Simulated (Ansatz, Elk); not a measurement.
## Bonding as seen by X-rays: ZnAs2Rh2

Structure refinements treat a crystal as free atoms side by side. For a made-up structure of ZnAs2Rh2 (cell and positions from a PBE relaxation) the runs below show what the calculated density changes in F(hkl).

Method: DFT, PBE, all-electron APW+lo, Dirac cores, scalar-relativistic bands, static density, no spin, in Elk 11.2.3 (patched build).

This account leaves out most program logs.

The structure was built from a prototype and need not be the compound's stable phase.

## (1) Starting point

The structure is tetragonal, space group I4/mmm (No. 139). The conventional cell has a = 4.397 Å, b = 4.397 Å, c = 9.082 Å, α = 90.00°, β = 90.00°, γ = 90.00°. Rh has 4 As at 2.44 Å and 4 Rh at 3.11 Å and 4 Zn at 3.16 Å nearest. Nearest to As lie 1 As at 2.42 Å and 4 Rh at 2.44 Å. Zn has 8 Rh at 3.16 Å nearest. Farther neighbours are not listed.

## (2) Ground state and structure factors

An all-electron density is needed, since X-rays see the cores too. Task 0 finds the density and task 195 Fourier-transforms it; tshift is off so that phases refer to the origin typed.

The input, elk.in:

```
tasks
  0
  195

xctype
  20

spinpol
  .false.

rgkmax
  7.0

gmaxvr
  14.0

lmaxo
  7

lmaxapw
  8

swidth
  0.002

tshift
  .false.

ramdisk
  .false.

hmaxvr
  5.5

maxscl
  120

epspot
  1e-06

sppath
  './'

avec
  -4.15437743030 4.15437743030 8.58164892261
  4.15437743030 -4.15437743030 8.58164892261
  4.15437743030 4.15437743030 -8.58164892261

atoms
  3
  'Rh.in'
  2
  0.2500000000 0.7500000000 0.5000000000   0.000000 0.000000 0.000000
  0.7500000000 0.2500000000 0.5000000000   0.000000 0.000000 0.000000
  'As.in'
  2
  0.3665410710 0.3665410710 -0.0000000000   0.000000 0.000000 0.000000
  0.6334589290 0.6334589290 -0.0000000000   0.000000 0.000000 0.000000
  'Zn.in'
  1
  -0.0000000000 -0.0000000000 -0.0000000000   0.000000 0.000000 0.000000

ngridk
  7 7 7
```

The run is started by

```console
$ OMP_NUM_THREADS=4 elk
```

It took 44 s on 4 threads of Arm Neoverse V2, shared host; peak memory 0.23 GiB; 2.3 min of CPU time.

SFACRHO.OUT:

```text

h k l indices transformed by vhmat matrix:
   1.000000000       0.000000000       0.000000000    
   0.000000000       1.000000000       0.000000000    
   0.000000000       0.000000000       1.000000000    

      h      k      l  multipl.   |H|            Re(F)            Im(F)           |F|

      0      0      0      1   0.0000000       186.00000      0.95943575E-16   186.00000    
      1      1     -1      2  0.73216527      -61.618961     -0.45274353E-13   61.618961    
      0     -1      0      8  0.84016310      -12.395273     -0.16905765E-17   12.395273    
      1     -1      0      4   1.0694461       4.6403844      0.26353955E-16   4.6403844    
     -1     -1      0      8   1.2960637       91.206698     -0.45246847E-13   91.206698    
     -2     -1      1      8   1.3334189       66.608222      0.69670674E-17   66.608222    
     -2     -2      2      2   1.4643305       43.042139     -0.78030573E-13   43.042139    
     -1      1      1      4   1.5124252       142.11024     -0.10857549E-13   142.11024    
     -2      0      0      8   1.6803262      -48.694621      0.28708337E-13   48.694621    
      1     -2      0     16   1.7301168      -10.095569     -0.38763993E-18   10.095569    
     -2     -2      3      8   1.8132785      -88.298801      0.13777374E-12   88.298801    
     -3     -2      2      8   1.9804721       43.095248      0.29931755E-16   43.095248    
      0     -3      2     16   2.0162927       56.885551     -0.20645976E-14   56.885551    
     -1     -3      3      8   2.1051589       36.446465     -0.10173127E-12   36.446465    
      0      0     -2      4   2.1388923       123.10661      0.14343549E-13   123.10661    
     -3     -3      3      2   2.1964958      -24.980033      0.12747693E-12   24.980033    
      1      1     -3      8   2.2607358      -42.821111     -0.20555495E-13   42.821111    
      2     -1     -2      8   2.2979848      -9.4181226      0.40268512E-16   9.4181226
```

Elk indexes on the primitive cell of elk.in and gives |H| = 4π sin θ/λ in inverse bohr. Below, one row stands for each form hkl of the conventional cell (m members, Friedel mates merged), F is for one primitive cell and the density is static (no thermal factor). Free-atom factors are Waasmaier and Kirfel's, and R is Σm||F|−|F'||/Σm|F|.

| hkl | m | sin θ/λ (Å⁻¹) | abs F, DFT | neutral atoms | diff. |
| --- | --- | --- | --- | --- | --- |
| 002 | 2 | 0.110 | 61.619 | 61.377 | +0.242 |
| 101 | 8 | 0.126 | 12.395 | 12.241 | +0.154 |
| 110 | 4 | 0.161 | 4.640 | 4.615 | +0.026 |
| 112 | 8 | 0.195 | 91.207 | 91.620 | -0.413 |
| 103 | 8 | 0.201 | 66.608 | 66.734 | -0.125 |
| 004 | 2 | 0.220 | 43.042 | 43.627 | -0.585 |
| 200 | 4 | 0.227 | 142.110 | 142.701 | -0.591 |
| 202 | 8 | 0.253 | 48.695 | 49.003 | -0.308 |
| 211 | 16 | 0.260 | 10.096 | 10.024 | +0.072 |
| 114 | 8 | 0.273 | 88.299 | 88.618 | -0.319 |
| 105 | 8 | 0.298 | 43.095 | 43.456 | -0.361 |
| 213 | 16 | 0.303 | 56.886 | 57.307 | -0.421 |
| 204 | 8 | 0.317 | 36.447 | 36.491 | -0.045 |
| 220 | 4 | 0.322 | 123.107 | 123.388 | -0.281 |
| 006 | 2 | 0.330 | 24.980 | 25.144 | -0.164 |
| 222 | 8 | 0.340 | 42.821 | 42.826 | -0.005 |
| 301 | 8 | 0.346 | 9.418 | 9.338 | +0.081 |
| 310 | 8 | 0.360 | 4.294 | 4.578 | -0.283 |
| 116 | 8 | 0.367 | 86.674 | 86.699 | -0.025 |
| 215 | 16 | 0.375 | 38.490 | 38.526 | -0.036 |
| 312 | 16 | 0.376 | 68.573 | 68.417 | +0.155 |
| 303 | 8 | 0.379 | 50.902 | 51.020 | -0.118 |

## (3) The highest occupied states alone

An energy window below the Fermi level keeps the highest occupied states, to see at which angles they scatter; shallow core shells can lie inside it and anion s states outside. No new self-consistency is needed.

elk.in, as its differences from that of step 2:

```diff
@@ -1,3 +1,2 @@
 tasks
-  0
   195
@@ -40,2 +39,5 @@
 
+wsfac
+  -0.260060 0.591180
+
 sppath
```

The run is started by

```console
$ OMP_NUM_THREADS=4 elk
```

It took 10 s on 4 threads; peak memory 0.16 GiB.

States within 15 eV below the Fermi level hold 40.00 electrons; any levels below the window count with the cores. Their amplitudes can exceed the total, where window and core parts have opposite phase:

| hkl | sin θ/λ (Å⁻¹) | abs F, window | abs F, all |
| --- | --- | --- | --- |
| 002 | 0.110 | 3.716 | 61.619 |
| 101 | 0.126 | 6.155 | 12.395 |
| 110 | 0.161 | 2.331 | 4.640 |
| 112 | 0.195 | 14.578 | 91.207 |
| 103 | 0.201 | 8.854 | 66.608 |
| 004 | 0.220 | 11.544 | 43.042 |
| 200 | 0.227 | 13.074 | 142.110 |
| 202 | 0.253 | 2.241 | 48.695 |
| 211 | 0.260 | 6.012 | 10.096 |
| 114 | 0.273 | 2.470 | 88.299 |

## (4) Another try

In this try the input is made faulty on purpose, to show what that does.

The input is changed as shown.

elk.in, as its differences from that of step 3:

```diff
@@ -1,2 +1,3 @@
 tasks
+  0
   195
@@ -10,3 +11,3 @@
 rgkmax
-  7.0
+  3.5
 
@@ -34,3 +35,3 @@
 maxscl
-  120
+  60
 
@@ -38,5 +39,2 @@
   1e-06
-
-wsfac
-  -0.260060 0.591180
```

The run is started by

```console
$ OMP_NUM_THREADS=4 elk
```

Elapsed: 37 s, on 4 threads; peak memory 0.21 GiB.

The run finished. A setting was moved off its sound value on purpose, so it serves as a test and not as the result.

The fault put into the input: a cutoff far too low.

Its structure factors differ from the first run's by R = 0.2 %.

## (5) Another functional

The difference from free atoms is small, so it is set against the change that LDA (Perdew-Wang) makes.

elk.in, as its differences from that of step 4:

```diff
@@ -5,3 +5,3 @@
 xctype
-  20
+  3
 
@@ -11,3 +11,3 @@
 rgkmax
-  3.5
+  7.0
 
@@ -35,3 +35,3 @@
 maxscl
-  60
+  120
```

The run is started by

```console
$ OMP_NUM_THREADS=4 elk
```

The job ended after 28 s (4 threads; peak memory 0.17 GiB).

Against the first run R = 0.04 %; the largest change is -0.054 at 220.

## (6) Basis size

The basis and the expansions that go with it are enlarged, to see whether the differences are converged.

elk.in, as its differences from that of step 5:

```diff
@@ -5,3 +5,3 @@
 xctype
-  3
+  20
 
@@ -11,12 +11,12 @@
 rgkmax
-  7.0
+  8.5
 
 gmaxvr
-  14.0
+  18.0
 
 lmaxo
-  7
+  9
 
 lmaxapw
-  8
+  10
```

The run is started by

```console
$ OMP_NUM_THREADS=4 elk
```

It took 1.7 min on 4 threads; peak memory 0.41 GiB; 5.2 min of CPU time.

Against the first run R = 0.01 %; the largest change is -0.030 at 008.

## (7) Settings against the effect

| run | R against the first run (%) | R against neutral atoms, low angle (%) | wall time |
| --- | --- | --- | --- |
| PBE, rgkmax 7 | 0.00 | 0.50 | 44 s |
| LDA (Perdew-Wang) | 0.04 | 0.51 | 28 s |
| rgkmax 8.5 with larger expansions | 0.01 | 0.49 | 1.7 min |

## (8) Results

```yaml
r_against_neutral_atoms_sin_theta_lambda_0p3_a_minus1: 0.50 %
r_against_neutral_atoms_0p3_to_0p82_a_minus1: 0.23 %
```

In words: Independent neutral atoms miss the calculated amplitudes by R = 0.50 % below 0.3 Å⁻¹ and 0.23 % from there to 0.82 Å⁻¹; by shells, 0.77 % below 0.15 Å⁻¹ (2 forms), 0.48 % 0.15 to 0.3 (9 forms), 0.27 % 0.3 to 0.45 (19 forms), 0.22 % above 0.45 (119 forms). Bonding, aspherical density and the tables' own atoms all enter these figures, and the runs don't part them. The largest change of an amplitude is -0.59 electrons, at 200. The window's part falls from 40.0 electrons at the origin to at most 3.17 between 0.45 and 0.82 Å⁻¹, where compact states inside the window still scatter. Below 0.3 Å⁻¹ the changes that finished (LDA (Perdew-Wang) and rgkmax 8.5 with larger expansions) move F by R = 0.03 % at most, against the 0.50 % that separates it from free atoms. The k-mesh has no finished test. These runs have no spin, though d or f shells may be open. Part of the difference isn't bonding: the tables are fits to free atoms and ions calculated by other methods than this functional. Thermal motion, anomalous dispersion and extinction are left out.

[Logs are printed without paths, hosts, clocks, repeated set-up lines and the standing remarks that a program may print on its own settings, such as how far it seeks lower states.]

[Hosts, paths, dates, database ids (printed as entryN), source tags and the programs' standing remarks are cut or masked in the printed files.]
